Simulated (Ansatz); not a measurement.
# TiC (Fm-3m) under biaxial strain in the (001) plane, part 2 of 2

Aim: how do the optical modes of TiC (Fm-3m) shift and split under this strain?

Ansatz 0.2.0; DFT LDA, scalar-relativistic, plane waves, PAW; PAW set soft_1.

So far, highest optical mode at the zone centre (no LO-TO term) (cm⁻¹): step 5 (modes at rest) 555.

The database entry behind the starting cell differs from later determinations by our own check (0.1 to 0.3 % short, probably kX units), so it need not match the best structure at ambient conditions.

## 7. Modes of this member: biaxial strain of +4 % in the (001) plane

The zone-centre modes follow for biaxial strain of +4 % in the (001) plane.

The input, input.yaml:

```yaml
crystal:
  lattice:
    - [0.0, 2.2156299148, 2.0963689987]
    - [2.2156299148, 0.0, 2.0963689987]
    - [2.2156299148, 2.2156299148, 0.0]
  atoms:
    - { symbol: C, position: [0.5, 0.5, 0.5] }
    - { symbol: Ti, position: [0.0, 0.0, 0.0] }
kpoints:
  mp_grid: { grid: [16, 16, 16] }
hamiltonian:
  xc: lda
  pseudopotentials: { kind: paw, azcp: { folder: soft_1 }, xc_functional: pbe }
scf:
  occupations: { method: methfessel_paxton, width: 0.2 }
output:
  eigenvalues: true
phonons:
  method: dfpt
```

On the command line:

```console
$ ansatz run input.yaml --threads 4 --pin off --max-ram 10240MiB --backend cpu --events-out ev --progress --plain --runs-dir out
```

Numbers of over 12 decimals in the logs are rounded to 6 here.

The program printed:

```text
zone centre: on kpoints.mp_grid the ground state, and the responses unless they are solved on pairs of k-points, stand on 621 of the mesh's 4096 k-points, reduced under 8 symmetry operations, with k and −k counted as one. Each operation leaves every solved displacement unchanged or reverses it
[...]
Crystal: 2 atoms, lattice volume = 20.582 Å³
Basis set: ecut = 420 eV, 395 PW (Γ), exchange–correlation on 48×48×48 points (8 copies of the dense FFT grid, shifted against one another)
Bands: 12, of which v1, the nominal top of the filled ones, is band 8 counted from 1 (7 counted from 0)
Symmetry: 16 space group operations
k-points: 621 of 4096 (irreducible under 8 space group operations)
[...]
SCF iter   1: F=—  HF=-2696.087517 eV  |F-HF|=—  |Δ(HF+E_count)|=         —  Δρ=1.38e-1  dr2=5.13e0  ethr=3.10e-3  ⟨swp⟩=4.2  Hψ=35239  notcnv=0
[...]
SCF iter   9: F=-2695.074808 eV  HF=-2695.074808 eV  |F-HF|=9.09e-13  |Δ(HF+E_count)|=  4.55e-11  S|Δr|=    0.00e0  Δρ=2.77e-8  dr2=9.18e-14  ethr=1.00e-12  ⟨swp⟩=5.5  Hψ=27215  notcnv=0
SCF 1 converged in 9 iterations: F = -2695.074808 eV  dr2 = 9.18e-14
[...]
SCF converged after 9 iterations
[...]
Free energy (F): -2695.074808 eV
[...]
Internal energy: -2695.075160 eV  (E = F + TS)
E sigma→0 (E₀):  -2695.074896 eV
Entropy (-TS):   0.000352 eV (0.176 meV/atom)
Fermi energy:    14.096202 eV
[...]
--- Band table (eV; the first three rows and the last of 621) ---
  k-point 0: bands = [... 4 lower, 1.9283, 14.6085, 14.6085, 14.9968, 15.5874, 15.7032, 15.7032, 15.9085]
  k-point 1: bands = [... 4 lower, 2.0165, 14.2696, 14.4018, 14.7009, 15.0208, 15.1805, 16.0035, 16.6060]
  k-point 2: bands = [... 4 lower, 2.2756, 13.4377, 13.6841, 13.9169, 15.0977, 15.2333, 16.3160, 17.6233]
  k-point 620: bands = [... 4 lower, 4.2636, 11.1379, 12.3988, 13.8028, 13.8028, 16.8041, 17.5336, 17.5336]
[...]
ASR residual: 6.844e-6 → 0.000e0 eV/Å²; symmetrization residual: 7.210e-7 eV/Å²
  ASR residual per site (eV/Å²): 6.84e-6 4.99e-6
  Γ frequencies (cm⁻¹): 0.00 0.00 0.00 447.24 447.24 582.15
[...]
```

It took 18 s on 4 threads of Arm Neoverse V1, shared host; peak memory 0.77 GiB.

Numbers from this step:

```yaml
sum_rule_residual_before_enforcement: 6.84e-6 eV/Å²
point_group: 4/mmm
highest_optical_mode_at_the_zone_centre_no_lo_to_term: 582.1 cm⁻¹
lowest_optical_zone_centre_mode: 447.2 cm⁻¹
```

Patterns of degenerate modes are one choice out of their space. The modes at Γ (shares of kinetic energy by element, %):

```csv
mode,frequency (cm⁻¹),symmetry,C %,Ti %
1,0.0,acoustic,20,80
2,0.0,acoustic,20,80
3,0.0,acoustic,20,80
4,447.2,Eu,80,20
5,447.2,Eu,80,20
6,582.1,A2u,80,20
```

Displacements in mode 5 (447.2 cm⁻¹), the largest set to 1:
```
C1   0.00  1.00  0.00
Ti2  0.00 -0.25  0.00
```

Displacements in mode 6 (582.1 cm⁻¹), the largest set to 1:
```
C1   0.00  0.00  1.00
Ti2  0.00  0.00 -0.25
```

The lowest optical mode is real, 447 cm⁻¹, and the highest lies at 582.1 cm⁻¹.

Between step 5 and this run (strain 4 %) the value for the highest optical mode at the zone centre (no LO-TO term) moves from 555 cm⁻¹ to 582 cm⁻¹ (+5 %).

## 8. A member of the series: biaxial strain of -4 % in the (001) plane

The cell takes a biaxial strain of -4 % in the (001) plane. The strained lengths are held, while the rest of the cell and the atoms relax.

input.yaml, the sections that differ from step 7:

```yaml
crystal:
  lattice:
    - [0.0, 2.0451968444, 2.160239456]
    - [2.0451968444, 0.0, 2.160239456]
    - [2.0451968444, 2.0451968444, 0.0]
  atoms:
    - { symbol: C, position: [0.5, 0.5, 0.5] }
    - { symbol: Ti, position: [0.0, 0.0, 0.0] }
  conventional_axes: [[-1, 1, 1], [1, -1, 1], [1, 1, -1]]
output:
  forces: true
  stress: true
  eigenvalues: true
relax:
  adjacent_minimum: "off"
  f_tol: 0.001
  max_steps: 60
  cell: { stress_tol: 0.01, fix: [a, b, gamma] }
# kpoints, hamiltonian, scf: as in step 7
# phonons: removed
```

The program printed:

```text
[...]
Crystal: 2 atoms, lattice volume = 18.072 Å³
Basis set: ecut = 420 eV, 347 PW (Γ)
Bands: 12, of which v1, the nominal top of the filled ones, is band 8 counted from 1 (7 counted from 0)
Symmetry: 16 space group operations
[...]
k-points: 349 of 4096
[...]
k-point 348: bands = [... 4 lower, 5.8404, 12.4322, 14.3518, 16.7457, 16.7457, 19.4728, 20.3473, 20.3473]
--- Relaxed structure (5 steps of the walk, 5 accepted, 2 SCFs on fresh bases) ---
[...]
cell:  # Å, volume = 18.1592 Å³
    - [0.0, 2.0451968444, 2.170678]
    - [2.0451968444, 0, 2.170678]
    - [2.0451968444, 2.0451968444, 0]
  atoms:
    - { symbol: C, position: [0.5, 0.5, 0.5] }
    - { symbol: Ti, position: [0, 0, 0] }
[key lines of the parts left out:]
SCF converged after 3 iterations
Free energy (F): -2695.039873 eV
Fermi energy:    16.314288 eV
P = ⅓ Tr σ = 22.2011 GPa (222.011 kbar)
```

Run time: 9.2 s. Hardware: 4 threads; peak memory 0.39 GiB.

Step by step:

```csv
step,energy less that of the first step (eV),largest force component (eV/Å),pressure (GPa),volume (Å³)
1,0.0000,0.0000,23.64,18.07
2,-0.0005,0.0000,22.79,18.12
3,-0.0006,0.0000,22.22,18.16
4,-0.0006,0.0000,22.20,18.16
5*,-0.0007,0.0000,22.21,18.16
6,-0.0007,0.0000,22.20,18.16
7*,-0.0007,0.0000,22.20,18.16
```

Relaxation steps marked * repeat the geometry before them on a plane-wave basis chosen anew for their cell, so energy and pressure can jump there.

The run keeps the 16 symmetry operations that it works with, so distortions that break them were not tested.

```csv
"conventional cell, symmetrised",before,after,change
a (Å),2.892,2.892,-0.0 %
b (Å),2.892,2.892,-0.0 %
c (Å),4.320,4.341,+0.5 %
volume (Å³/atom),9.04,9.08,+0.5 %
```

The relaxed structure:

```cif
data_structure
_symmetry_space_group_name_H-M 'P 1'
_symmetry_Int_Tables_number 1
_cell_length_a 2.9824
_cell_length_b 2.9824
_cell_length_c 2.8923
_cell_angle_alpha 60.994
_cell_angle_beta 60.994
_cell_angle_gamma 58.012
_cell_volume 18.16
loop_
_atom_site_label
_atom_site_type_symbol
_atom_site_fract_x
_atom_site_fract_y
_atom_site_fract_z
_atom_site_occupancy
C1 C 0.50000 0.50000 0.50000 1
Ti2 Ti 0.00000 0.00000 0.00000 1
```

This step gave:

```
pressure        : 22.20 GPa
volume per atom : 9.080 Å³
```

The forces vanish by symmetry.

The cell grew by 0.5 % in volume.

## 9. Modes of this member: biaxial strain of -4 % in the (001) plane

The zone-centre modes follow for biaxial strain of -4 % in the (001) plane.

input.yaml, the sections that differ from step 8:

```yaml
crystal:
  lattice:
    - [0.0, 2.0451968444, 2.170678215]
    - [2.0451968444, 0.0, 2.170678215]
    - [2.0451968444, 2.0451968444, 0.0]
  atoms:
    - { symbol: C, position: [0.5, 0.5, 0.5] }
    - { symbol: Ti, position: [0.0, 0.0, 0.0] }
output:
  eigenvalues: true
phonons:
  method: dfpt
# kpoints, hamiltonian, scf: as in step 8
# relax: removed
```

The program printed:

```text
[...]
Crystal: 2 atoms, lattice volume = 18.159 Å³
Basis set: ecut = 420 eV, 347 PW (Γ), exchange–correlation on 40×40×40 points (8 copies of the dense FFT grid, shifted against one another)
Bands: 12, of which v1, the nominal top of the filled ones, is band 8 counted from 1 (7 counted from 0)
Symmetry: 16 space group operations
k-points: 621 of 4096 (irreducible under 8 space group operations)
[...]
k-point 1: bands = [... 4 lower, 3.7068, 16.3971, 16.6425, 16.9938, 17.3470, 17.5318, 18.4506, 19.0928]
  k-point 2: bands = [... 4 lower, 4.0095, 15.5460, 15.7770, 16.1120, 17.4276, 17.5959, 18.8483, 20.2570]
  k-point 620: bands = [... 4 lower, 5.8404, 12.4322, 14.3518, 16.7457, 16.7457, 19.4728, 20.3473, 20.3473]
[...]
ASR residual: 2.290e-5 → 0.000e0 eV/Å²; symmetrization residual: 1.201e-7 eV/Å²
  ASR residual per site (eV/Å²): 1.96e-5 2.29e-5
  Γ frequencies (cm⁻¹): 0.00 0.00 0.00 510.95 673.65 673.65
[...]
[key lines of the parts left out:]
SCF converged after 8 iterations
Free energy (F): -2695.039874 eV
Fermi energy:    16.314289 eV
```

It took 15 s on 4 threads; peak memory 0.72 GiB.

Numbers from this step:

```
sum-rule residual before enforcement                    : 2.29e-5 eV/Å²
highest optical mode at the zone centre (no LO-TO term) : 673.6 cm⁻¹
lowest optical zone-centre mode                         : 510.9 cm⁻¹
```

Patterns of degenerate modes are one choice out of their space. The modes at Γ (shares of kinetic energy by element, %):

```csv
mode,frequency (cm⁻¹),symmetry,C %,Ti %
1,0.0,acoustic,20,80
2,0.0,acoustic,20,80
3,0.0,acoustic,20,80
4,510.9,A2u,80,20
5,673.6,Eu,80,20
6,673.6,Eu,80,20
```

The lowest optical mode is real, 511 cm⁻¹, and the highest lies at 673.6 cm⁻¹.

For the highest optical mode at the zone centre (no LO-TO term), step 5 gave 555 cm⁻¹; this run, with strain -4 %, gives 674 cm⁻¹ (+21 %).

## 10. The series together

The members are set side by side, also those not shown above.

Stress is positive in compression; energies are extrapolated to zero smearing, and E0 is that at rest; the edges not held and the atoms are relaxed in each cell; all runs use 16×16×16 k points and Methfessel-Paxton smearing of 0.2 eV. State of the crystal along the series:

```csv
strain (%),in-plane stress (GPa),free strain along [001] (%),E - E0 (meV/atom)
-4,33.3,1.89,73.18
-3,23.53,1.4,39.64
-2,14.78,0.9221,16.95
-1,6.957,0.4546,4.073
0,-0.008301,0,0
1,-6.222,-0.4376,3.827
2,-11.78,-0.848,14.82
3,-16.74,-1.233,32.31
4,-21.14,-1.598,55.69
```

Optical modes are counted from below at rest and tracked from member to member by their patterns, and modes that stay within 0.3 cm⁻¹ of each other stand once; labels, where given, are those at rest; the edges not held and the atoms are relaxed in each cell; all runs use 16×16×16 k points and Methfessel-Paxton smearing of 0.2 eV. Optical modes along the series:

```csv
strain (%),"optical mode 1 T1u, doublet (cm⁻¹)","optical mode 2 T1u, singlet (cm⁻¹)"
-4,673.6,510.9
-3,643,525.2
-2,612.9,537
-1,583.4,546.6
0,554.9,554.9
1,527.6,562.6
2,500.8,569.9
3,474.1,576.5
4,447.2,582.1
```

Value and slope at zero strain of a cubic (a lower polynomial where under five rows exist) through the rows within 2 % of rest. Slopes at rest:

```csv
mode,frequency (cm⁻¹),shift per percent of strain (cm⁻¹),shift per GPa of compressive stress (cm⁻¹)
"optical mode 1 T1u, doublet",554.9,-27.86,4.24
"optical mode 2 T1u, singlet",555,7.89,-1.2
```

## 11. Summary of results

| Item | Value |
| --- | --- |
| members | 9 |
| highest optical mode at the zone centre (no LO-TO term), at rest | 554.9 cm⁻¹ |
| biaxial modulus in the (001) plane | 657 GPa |
| optical mode 1 T1u, doublet, shift per percent | -27.86 cm⁻¹ |
| optical mode 2 T1u, singlet, shift per percent | 7.89 cm⁻¹ |

**Reading.** The stress changes by 6.57 GPa for each percent, a biaxial modulus of 657 GPa in the (001) plane. For each percent the free edge responds with -0.45 %. The strain lowers the symmetry: the level at 554.9 cm⁻¹ splits, into 673.6 and 510.9 cm⁻¹ at -4 %. The fastest shift in the table of slopes is -27.9 cm⁻¹ for each percent (optical mode 1 T1u, doublet), or 4.2 cm⁻¹ for each GPa of compressive stress. For small strain, the measured shift of a line that Raman or infrared light can see, divided by its slope, estimates the stress, if the state of stress is of this kind. These are harmonic frequencies at zero temperature: anharmonic shifts, linewidths and thermal expansion are left out. With no gap, or one that is small against the smearing, the frequencies hang on the k mesh and the smearing, most of all near Kohn anomalies. The PAW files were made for PBE; the program adapts parts of them to the functional of the run, but their partial waves stay those of PBE, an approximation that was not tested in this session. Only the zone centre was solved, so an instability at another wavevector cannot show here.

[Logs are printed without paths, hosts, clocks, repeated set-up lines and the standing remarks that a program may print on its own settings, such as how far it seeks lower states.]

[Hosts, paths, dates, database ids (printed as entryN), source tags and the programs' standing remarks are cut or masked in the printed files.]
